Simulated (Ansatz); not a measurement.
**Where V_N-V_Ga puts its levels in the gap of GaN (F-43m)**

Wanted: the transition levels of a complex in GaN (F-43m), from a cell of 54 host atoms with 1 N and 1 Ga taken out.

Method: place-levels on r2SCAN runs: charge-transition levels and formation energies with image-charge correction and potential alignment at the atomic sites; PAW set soft_1, in Ansatz 0.2.0.

## Step 1: The structure

The cell holds 52 atoms: 26 Ga and 26 N. Cell: a = 9.542 Å, b = 9.542 Å, c = 9.542 Å, α = 60.0°, β = 60.0°, γ = 60.0°. It derives from GaN (space group F-43m). Nearest the centre at fractional (0.375, 0.375, 0.542): N24 at 2.45 Å, Ga43 at 2.45 Å, Ga31 at 2.45 Å, N12 at 2.45 Å, Ga27 at 2.45 Å, N28 at 2.45 Å, Ga45 at 3.33 Å, N22 at 3.33 Å.

As a file:

```xyz
52
Lattice="0.0000 6.7473 6.7473 6.7473 0.0000 6.7473 6.7473 6.7473 0.0000" Properties=species:S:1:pos:R:3 pbc="T T T"
Ga    0.0000    0.0000    0.0000
N     1.1245    1.1245    1.1245
Ga    2.2491    2.2491    0.0000
N     3.3736    3.3736    1.1245
Ga    4.4982    4.4982    0.0000
N     5.6227    5.6227    1.1245
Ga    2.2491    0.0000    2.2491
N     3.3736    1.1245    3.3736
Ga    4.4982    2.2491    2.2491
N     5.6227    3.3736    3.3736
Ga    6.7473    4.4982    2.2491
N     7.8718    5.6227    3.3736
Ga    4.4982    0.0000    4.4982
N     5.6227    1.1245    5.6227
Ga    6.7473    2.2491    4.4982
N     7.8718    3.3736    5.6227
Ga    8.9964    4.4982    4.4982
N    10.1209    5.6227    5.6227
Ga    0.0000    2.2491    2.2491
N     1.1245    3.3736    3.3736
Ga    2.2491    4.4982    2.2491
N     3.3736    5.6227    3.3736
Ga    4.4982    6.7473    2.2491
N     5.6227    7.8718    3.3736
Ga    2.2491    2.2491    4.4982
N     3.3736    3.3736    5.6227
Ga    4.4982    4.4982    4.4982
N     7.8718    7.8718    5.6227
Ga    4.4982    2.2491    6.7473
N     5.6227    3.3736    7.8718
Ga    6.7473    4.4982    6.7473
N     7.8718    5.6227    7.8718
Ga    8.9964    6.7473    6.7473
N    10.1209    7.8718    7.8718
Ga    0.0000    4.4982    4.4982
N     1.1245    5.6227    5.6227
Ga    2.2491    6.7473    4.4982
N     3.3736    7.8718    5.6227
Ga    4.4982    8.9964    4.4982
N     5.6227   10.1209    5.6227
Ga    2.2491    4.4982    6.7473
N     3.3736    5.6227    7.8718
Ga    4.4982    6.7473    6.7473
N     5.6227    7.8718    7.8718
Ga    6.7473    8.9964    6.7473
N     7.8718   10.1209    7.8718
Ga    4.4982    4.4982    8.9964
N     5.6227    5.6227   10.1209
Ga    6.7473    6.7473    8.9964
N     7.8718    7.8718   10.1209
Ga    8.9964    8.9964    8.9964
N    10.1209   10.1209   10.1209
```

Screening for the image-charge correction: ε∞ = 6.00, ε0 = 10.56, computed on the host (DFPT, PBEsol, on the r2SCAN cell), and a cell off the functional's own equilibrium shifts the ionic part.

The cell's shortest repeat is 9.5 Å.

## Step 2: Charge states

Levels follow from differences of total energies between charge states, each relaxed by itself.

Random displacements of about 0.05 Å break the site symmetry at the start, so that the relaxation can reach a distorted minimum if there is one. Forces are taken on a 2×2×2 shifted mesh. The cell holds 2 electrons more than the neutral one, with a uniform background that keeps it neutral on the whole.

The sampling was tested on the host first: at the k-points planned (1x1x1 shifted 0.25 0.25 0.25) its energy lies 0.067 eV an atom from the dense-mesh value, so the final energies take a denser sampling.

One state's input; the others differ in charge, spin, start and seed, and in occupations where the table says so.

qm2.relax/input.yaml

```yaml
crystal:
  lattice:
    - [0.0, 2.24909694, 2.24909694]
    - [2.24909694, 0.0, 2.24909694]
    - [2.24909694, 2.24909694, 0.0]
  atoms:
    - { symbol: Ga, position: [0.0, 0.0, 0.0] }
    - { symbol: "N", position: [0.25, 0.25, 0.25] }
  supercell: [3, 3, 3]
  defects: [{ vacancy: 27 }, { vacancy: 28 }]
total_charge: -2
basis:
  ecutwfc: 500
  xc_grid: 2
hamiltonian:
  xc: r2scan
  pseudopotentials: { kind: paw, azcp: { folder: soft_1 } }
kpoints:
  mp_grid: { grid: [2, 2, 2], shift: [0.5, 0.5, 0.5] }
scf:
  occupations: { method: fixed }
  max_iter: 80
output:
  forces: true
  charged_corrections:
    epsilon: 6.0
    static_epsilon: 10.56
    defect_position: [0.375, 0.375, 0.541667]
relax:
  f_tol: 0.02
  max_steps: 80
  random_displacement: { amplitude: 0.05, seed: 7969 }
checkpoint:
  write: "../qm2.relax.run"
  compress: false
  write_wavefunctions: true
  write_every: 100000
```

The run is started by

```sh
$ ansatz run input.yaml --threads 8 --pin off --max-ram 15073MiB --backend cpu --events-out ev --progress --plain --runs-dir out
```

The run of this state that the levels use, under r2SCAN:

qm2.point/input.yaml

```yaml
crystal:
  checkpoint: "../qm2.relax.run"
  host: checkpoint
total_charge: -2
basis:
  ecutwfc: 500
  xc_grid: 2
hamiltonian:
  xc: r2scan
  pseudopotentials: { kind: paw, azcp: { folder: soft_1 } }
kpoints:
  mp_grid: { grid: [2, 2, 2], shift: [0.5, 0.5, 0.5] }
scf:
  occupations: { method: fermi_dirac, width: 0.01 }
  max_iter: 80
output:
  forces: true
  eigenvalues: true
  charged_corrections:
    epsilon: 6.0
    static_epsilon: 10.56
    defect_position: [0.375, 0.375, 0.541667]
  eigenstates: { localisation: true }
  populations: true
  band_densities: [{ bands: [v1, v1] }, { bands: [c1, c1] }]
  write_density: true
  write_potential: true
  volumetric_format: npy
  elf: true
checkpoint:
  read: "../qm2.relax.run"
  write: "../qm2.point.run"
  compress: false
  write_wavefunctions: false
  write_every: 100000
```

The run is started by

```sh
$ ansatz run input.yaml --threads 8 --pin off --max-ram 15073MiB --backend cpu --events-out ev --progress --plain --runs-dir out
```

Relaxations under r2SCAN at a 2×2×2 shifted mesh; times on 8 threads of Arm Neoverse V2, shared host:

```tsv
charge	moment (μB)	occupations	outcome	steps	largest displacement against the far atoms (Å)	time
−2	0	fixed	converged	6	0.10	2.3 min
−2	2	fixed	converged	8	0.29	10 min
−1	1	fixed	converged	6	0.14	7.5 min
0	0	fixed	not converged	3	-	3.5 min
0	0	fermi-dirac	converged	9	0.31	4.5 min
0	2	fixed	converged	8	0.20	8.9 min
+1	1	fixed	converged	9	0.32	10 min
+2	0	fixed	converged	6	0.33	2.8 min
+2	2	fixed	converged	8	0.33	7.8 min
```

Single points under r2SCAN at a 2×2×2 shifted mesh; times on 8 threads of Arm Neoverse V2, shared host:

```tsv
charge	moment (μB)	occupations	outcome	time
−2	0	fermi-dirac	converged	24 s
−2	2	fermi-dirac	converged	54 s
−1	1	fermi-dirac	converged	52 s
0	0	fermi-dirac	converged	23 s
0	2	fermi-dirac	converged	55 s
+1	1	fermi-dirac	converged	49 s
+2	0	fermi-dirac	converged	30 s
+2	2	fermi-dirac	converged	49 s
```

Distances (Å) from the ideal centre to the nearest atoms after relaxation with r2SCAN:

```tsv
charge	moment (μB)	1.	2.	3.	4.	5.	6.
−2	0	Ga 2.36	Ga 2.37	Ga 2.37	N 2.54	N 2.55	N 2.55
−2	2	Ga 2.23	Ga 2.33	Ga 2.36	N 2.57	N 2.57	N 2.60
−1	1	Ga 2.37	Ga 2.37	Ga 2.38	N 2.57	N 2.58	N 2.58
0	0	N 2.52	N 2.52	N 2.53	Ga 2.73	Ga 2.74	Ga 2.74
0	2	Ga 2.40	Ga 2.41	Ga 2.41	N 2.60	N 2.60	N 2.64
+1	1	N 2.55	N 2.56	N 2.57	Ga 2.74	Ga 2.75	Ga 2.75
+2	0	N 2.59	N 2.60	N 2.60	Ga 2.76	Ga 2.76	Ga 2.76
+2	2	N 2.57	N 2.63	N 2.63	Ga 2.75	Ga 2.75	Ga 2.76
```

## Step 3: Placing the levels, r2SCAN

A charged cell interacts with its images and the background, and its potential has another zero than the host's. place-levels removes the first by a point-charge model, screened by the static dielectric constant since the ions have relaxed around the charge, and the second by comparing potentials at atoms far from the defect.

The host is a run of the defect-free crystal in the same cutoffs, grids and k-points, so that basis and sampling errors cancel in part in the differences. The host is run in a cell of 2 atoms on a matching mesh. Its band edges are searched through the zone by a band path, so the gap is smaller than, or equal to, that on the mesh. Chemical potentials are energies per atom of N (N2 molecule) and Ga (alpha-Ga (Cmce)), run with the same functional and cutoff.

levels.point.yaml

```yaml
host:
  run: host.point.run
states: [qm2.point.run, qm2_M2.point.run, qm1_M1.point.run, q0.point.run, q0_M2.point.run, qp1_M1.point.run, qp2.point.run, qp2_M2.point.run]
geometry_from:
  qm2.point.run: qm2.relax.run
  qm2_M2.point.run: qm2_M2.relax.run
  qm1_M1.point.run: qm1_M1.relax.run
  q0.point.run: q0.relax_smeared.run
  q0_M2.point.run: q0_M2.relax.run
  qp1_M1.point.run: qp1_M1.relax.run
  qp2.point.run: qp2.relax.run
  qp2_M2.point.run: qp2_M2.relax.run
  host.point.run: host.relax.run
chemical_potentials:
  "N":
    energy: -384.814403
    dataset: "<sha256 of the dataset>"
  Ga:
    energy: -3790.270342
    dataset: <sha256 of the dataset>
epsilon: 6.0
static_epsilon: 10.56
vertical:
  - { from: qm2.point.run, to: qm2.point_neutral.run }
  - { from: qm2_M2.point.run, to: qm2_M2.point_neutral.run }
  - { from: qm1_M1.point.run, to: qm1_M1.point_neutral.run }
  - { from: qp1_M1.point.run, to: qp1_M1.point_neutral.run }
  - { from: qp2.point.run, to: qp2.point_neutral.run }
  - { from: qp2_M2.point.run, to: qp2_M2.point_neutral.run }
```

The run is started by

```sh
$ ansatz place-levels levels.point.yaml -- --threads 8 --pin off --max-ram 15073MiB
```

**Question.** What will these runs give for the gap of the host, level (plus 2/plus 1), level (plus 1/0) and level (0/minus 1)?

Of the charges placed (−2, −1, 0, +1 and +2), the lowest changes at 0.16 eV (+2/+1), 0.70 eV (+1/0), 1.05 eV (0/−1) and 1.60 eV (−1/−2) above the valence top, in a gap of 2.17 eV. (−1/−2) lies nearer to a band edge than the share of the finite-size correction in it (1.23 eV), and that correction holds for a localised charge alone. Charges above +2 and below −2 were not placed, so these runs say nothing of levels that involve them.

```
gap of the host                                                             : 2.17 eV (r2SCAN)
level (plus 2/plus 1)                                                       : 0.16 eV above the valence top
level (plus 1/0)                                                            : 0.70 eV above the valence top
level (0/minus 1)                                                           : 1.05 eV above the valence top
level (minus 1/minus 2)                                                     : 1.60 eV above the valence top
lowest of the charges placed, just above the valence top (0.02 eV)          : +2
lowest of the charges placed, just below the conduction bottom (0.02 eV)    : −2
lowest formation energy at mid-gap of the charges run, elemental references : 7.92 eV
```

States placed: +2 at 2 μB and 0 μB; +1 at 1 μB; 0 at 2 μB and 0 μB; −1 at 1 μB; −2 at 0 μB and 2 μB. Other spin states or structures, where not listed, weren't placed. Corrections reach 2.1 eV, so the cell is small for these charges and their levels are rough. The program doubts the alignment of potentials for at least one state, a sign that the cell is small. What this leaves open: r2SCAN makes the gap too small and tends to spread out bound carriers; where a gas molecule sets a chemical potential or the host's formation energy, its binding is uncorrected.

[Logs are printed without paths, hosts, clocks, repeated set-up lines and the standing remarks that a program may print on its own settings, such as how far it seeks lower states.]

[Hosts, paths, dates, database ids (printed as entryN), source tags and the programs' standing remarks are cut or masked in the printed files.]

[Where a table of states has a column of steps, it counts the stored structures, which are thinned; the runs took as many ionic steps or more.]

[A defect's name tells the site on which it was built; relaxed atoms can leave that site.]

[For some hosts the program warned that the k-mesh of the response run may be too coarse for force constants and the static dielectric constant; such warnings are not shown here.]
